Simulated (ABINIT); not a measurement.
# GaP (F-43m): a self-consistent loop beyond G0W0, cycle by cycle

Wanted: G0W0 and self-consistent gaps of GaP (F-43m), with the cost of the cycles.

Program: ABINIT 10.8.3. Level of theory: PBE and many-body steps on it, plane waves. Results are calculated unless marked as measured.

**Experimental background.**

- Gap 2.25 ± 0.04 eV: optical gap from Tauc plot (fundamental, indirect); spectroscopic ellipsometry, Tauc-Lorentz fit and Tauc plot; 300 K; film (GaP layer on Si reference sample) on Si (“Assessment of GaPSb/Si tandem material association properties for photoelectrochemical cells”, 2020, arxiv:2002.02774).

This is a report of a sequence of runs, with most program output left out.

### 1. Set-up

Symmetry: F-43m, No. 216, cubic system. The conventional cell has a = 5.450 Å, b = 5.450 Å, c = 5.450 Å, α = 90.00°, β = 90.00°, γ = 90.00°. Nearest to Ga lie 4 P at 2.36 Å. P has 4 Ga at 2.36 Å nearest. Farther neighbours are not listed.

As a file:

```cif
data_structure
_symmetry_space_group_name_H-M 'P 1'
_symmetry_Int_Tables_number 1
_cell_length_a 3.8541
_cell_length_b 3.8541
_cell_length_c 3.8541
_cell_angle_alpha 60.000
_cell_angle_beta 60.000
_cell_angle_gamma 60.000
_cell_volume 40.48
loop_
_atom_site_label
_atom_site_type_symbol
_atom_site_fract_x
_atom_site_fract_y
_atom_site_fract_z
_atom_site_occupancy
Ga1 Ga 0.00000 0.00000 0.00000 1
P2 P 0.25000 0.25000 0.25000 1
```

The cell and positions come from the Crystallography Open Database and are kept as given unless a step says otherwise.

### 2. Empty states on the mesh, 4×4×4 mesh, 50 bands

This step: ABINIT 10.8.3; DFT, PBE, plane waves, norm-conserving pseudopotentials.

The sums over transitions need many empty states on a uniform mesh; this step solves for them.

File run.abi:

```
acell 3*1.0 Angstrom
rprim 
  0.000000000000 2.725250000000 2.725250000000
  2.725250000000 0.000000000000 2.725250000000
  2.725250000000 2.725250000000 0.000000000000
ntypat 2
znucl 31 15
natom 2
typat 1 2
xred 
  0.000000000000 0.000000000000 0.000000000000
  0.250000000000 0.250000000000 0.250000000000
pp_dirpath "pseudos"
pseudos "Ga.upf, P.upf"
ecut 36
ngkpt 4 4 4
nshiftk 1
shiftk 0 0 0
kptopt 1
chksymbreak 0
iscf -2
irdden 1
istwfk *1
nband 50
nbdbuf 4
tolwfr 1e-09
nstep 60
prtvol 0
indata_prefix "in"
outdata_prefix "out"
tmpdata_prefix "tmp"
```

On the command line:

```bash
$ OMP_NUM_THREADS=1 mpirun -n 4 abinit run.abi > log
```

The job ended after 8.1 s (4 MPI ranks of Intel Xeon 6975P-C (Granite Rapids), shared host; peak memory 0.3 GiB; 32 s of CPU time).

Numbers from this step:

| Quantity | Value |
| --- | --- |
| gap | 1.653 eV |
| k of the valence top | 0, 0, 0 |
| k of the conduction bottom | 0.5, 0.5, 0 |
| least direct gap | 1.817 eV |
| k points computed | 8 |
| lowest point of the top converged band, above the valence top | 45.23 eV |

On this mesh the gap is 1.653 eV.

The density comes from a self-consistent run that is not shown.

### 3. Screening, 4×4×4 mesh, 46 bands, screening to 106.1 eV

The RPA dielectric matrix is built and inverted for each q.

This step: RPA screening on PBE, plane waves, norm-conserving pseudopotentials.

run.abi: that of step 2 with these lines changed.

```diff
@@ -20,10 +20,11 @@
 chksymbreak 0
-iscf -2
-irdden 1
 istwfk *1
-nband 50
-nbdbuf 4
-tolwfr 1e-09
-nstep 60
-prtvol 0
+occopt 1
+irdwfk 1
+optdriver 3
+nband 46
+ecuteps 3.9
+inclvkb 2
+awtr 1
+symchi 1
 indata_prefix "in"
```

It took 6.4 s on 4 MPI ranks; peak memory 0.48 GiB; 25 s of CPU time.

This step gave:

```
ε∞ with local fields, on this mesh, along the program's q direction : 18.02
the same without local fields                                       : 19.59
plasma frequency                                                    : 24.76 eV
plane waves in the screening matrix                                 : 113
```

Local fields lower ε∞ by 8 %. On a Γ-centred mesh this coarse the value itself is usually too large, while a short band sum pulls it down.

### 4. G0W0

The self-energy is evaluated for the states that the input lists, and the levels follow from it, in one-shot runs by the linearised quasiparticle equation.

This step: G0W0 on PBE, plane waves, norm-conserving pseudopotentials.

run.abi: that of step 3 with these lines changed.

```diff
@@ -23,8 +23,17 @@
 irdwfk 1
-optdriver 3
+optdriver 4
 nband 46
+gwcalctyp 0
+ecutsigx 36
+symsigma 1
+nkptgw 2
+kptgw 
+  0.0000000000 0.0000000000 0.0000000000
+  0.5000000000 0.5000000000 0.0000000000
+bdgw 
+  7 13
+  8 11
 ecuteps 3.9
-inclvkb 2
-awtr 1
-symchi 1
+irdscr 1
+ppmodel 1
 indata_prefix "in"
```

Run time: 4.2 s. Hardware: 4 MPI ranks; peak memory 0.55 GiB; 16 s of CPU time.

This step gave:

```
G0W0 gap on the points computed              : 2.014 eV
starting gap on the mesh                     : 1.653 eV
k of the valence top                         : 0, 0, 0
k of the conduction bottom                   : 0.5, 0.5, 0
Z at the valence top                         : 0.783
Z at the conduction bottom                   : 0.807
least direct G0W0 gap on the computed points : 2.366 eV
```

The gap on the mesh goes from 1.65 eV to 2.01 eV, a correction of +0.36 eV.

### 5. evGW0, cycle 1

This step: evGW0 on PBE, plane waves, norm-conserving pseudopotentials.

run.abi: that of step 4 with these lines changed.

```diff
@@ -25,12 +25,24 @@
 nband 46
-gwcalctyp 0
+gwcalctyp 10
 ecutsigx 36
 symsigma 1
-nkptgw 2
+nkptgw 8
 kptgw 
   0.0000000000 0.0000000000 0.0000000000
+  0.2500000000 0.0000000000 0.0000000000
+  0.5000000000 0.0000000000 0.0000000000
+  0.2500000000 0.2500000000 0.0000000000
+  0.5000000000 0.2500000000 0.0000000000
+  -0.2500000000 0.2500000000 0.0000000000
   0.5000000000 0.5000000000 0.0000000000
+  -0.2500000000 0.5000000000 0.2500000000
 bdgw 
-  7 13
-  8 11
+  1 13
+  1 13
+  1 13
+  1 13
+  1 13
+  1 13
+  1 13
+  1 13
 ecuteps 3.9
```

It took 25 s on 4 MPI ranks; peak memory 0.9 GiB.

Numbers from this step:

- quasiparticle gap on the mesh: 2.107 eV
- gap of the density functional on the mesh: 1.653 eV
- k of the valence top: 0, 0, 0
- k of the conduction bottom: 0.5, 0.5, 0
- Z at the valence top: 0.783
- Z at the conduction bottom: 0.807
- least direct quasiparticle gap on the computed points: 2.515 eV

Against G0W0 in ABINIT (4×4×4 mesh, 46 bands, screening to 106.1 eV, Godby-Needs plasmon pole), the gap moves by +0.093 eV. This first cycle still uses the starting levels; it takes the full correction, at all points of the mesh, and its linearised value is 2.014 eV.

### 6. evGW0, cycle 2

The corrected levels of the last cycle go back in.

run.abi: that of step 5 with these lines changed.

```diff
@@ -50,2 +50,3 @@
 ppmodel 1
+irdqps 1
 indata_prefix "in"
```

Elapsed: 24 s, on 4 MPI ranks; peak memory 0.9 GiB; 97 s of CPU time.

This step gave:

* quasiparticle gap on the mesh: 2.079 eV
* gap of the density functional on the mesh: 1.653 eV
* k of the valence top: 0, 0, 0
* k of the conduction bottom: 0.5, 0.5, 0
* least direct quasiparticle gap on the computed points: 2.435 eV

Against the cycle before, the gap moves by −0.028 eV.

### 7. evGW0, cycle 3

run.abi is that of step 6.

The job ended after 24 s (4 MPI ranks; peak memory 0.9 GiB; 93 s of CPU time).

This step gave:

| Property | Result |
| --- | --- |
| quasiparticle gap on the mesh | 2.079 eV |
| gap of the density functional on the mesh | 1.653 eV |
| k of the valence top | 0, 0, 0 |
| k of the conduction bottom | 0.5, 0.5, 0 |
| least direct quasiparticle gap on the computed points | 2.443 eV |

Against the cycle before, the gap moves by +0.000 eV.

### 8. The runs together

Times are wall times on 4 MPI ranks of Intel Xeon 6975P-C (Granite Rapids), shared host, good to a factor of about two. A run's time includes the screening step that it read.

```csv
run,mesh,bands,screening cutoff (eV),DFT gap (eV),gap on the mesh (eV),direct (eV),ε∞ used,time
G0W0,4×4×4,46,106.1,1.653,2.014,2.366,18.02,11 s
"evGW0, cycle 1",4×4×4,46,106.1,1.653,2.107,2.515,18.02,31 s
"evGW0, cycle 2",4×4×4,46,106.1,1.653,2.079,2.435,18.02,31 s
"evGW0, cycle 3",4×4×4,46,106.1,1.653,2.079,2.443,18.02,30 s
```

### 9. Outcome

```yaml
g0w0: 2.014 eV
evgw0_cycle_1: 2.107 eV
evgw0_cycle_2: 2.079 eV
evgw0_cycle_3: 2.079 eV
known_limits: not at the basis limit; exchange with frozen shells missing; no spin-orbit coupling; coarse k mesh
```

What this shows: Only the bands that the input lists are updated; the others, empty or deep, keep the functional's energies or take a rigid shift. evGW0 ends at 2.08 eV, +0.06 eV from G0W0, after 3 cycles that took 72 s beside the first screening; the last moved the gap by 0.000 eV. The first cycle of evGW0 takes the full correction, without the factor Z, so it overshoots the one-shot value. Against experiment, by evGW0, cycle 3: the gap of 2.08 eV lies −0.17 eV from the measured 2.25 ± 0.04 eV (indirect, 300 K, on Si, 2020). These are gaps on the mesh, at modest bands and cutoff. The calculation has static nuclei and no excitons; a measured gap holds zero-point and thermal motion, which mostly lowers it. Bands and cutoff are finite, so the gap is not at the basis limit. The miss can reach some tenths of an eV and take either sign; the mesh is an error of its own. A denser mesh or path gives a starting gap of 1.59 eV: the GW mesh misses a band edge, so its gaps are not the fundamental one. The 4×4×4 mesh is coarse for this cell, which bears on the long-range parts of exchange and screening. The norm-conserving file of at least one element keeps a d shell over frozen s and p shells of the same row. Exchange with those shells is missing from the self-energy, an error of 0.3 to 0.9 eV in cases checked, whose sign depends on which edge lies on those atoms. The many-body steps are scalar-relativistic: spin-orbit coupling is not in them.

[Paths, hosts, dates, memory and timing lines, banners, echoed tables and standing remarks are left out of the program output.]

[Logs are printed without paths, hosts, clocks, repeated set-up lines and the standing remarks that a program may print on its own settings, such as how far it seeks lower states.]

[Runs of the session that timed out or met a known fault of the program may be left out.]

[Hosts, paths, dates, database ids (printed as entryN), source tags and the programs' standing remarks are cut or masked in the printed files.]

[G0W0 gaps are taken among the corrected bands and points alone; a level outside them can change the order at an edge.]

[Where Ansatz stands beside ABINIT at settings called matched, ABINIT's density can come from a denser mesh and the files from another edition; pairs whose starting gaps differed by over 0.03 eV were left out, so agreement reads better than it is.]
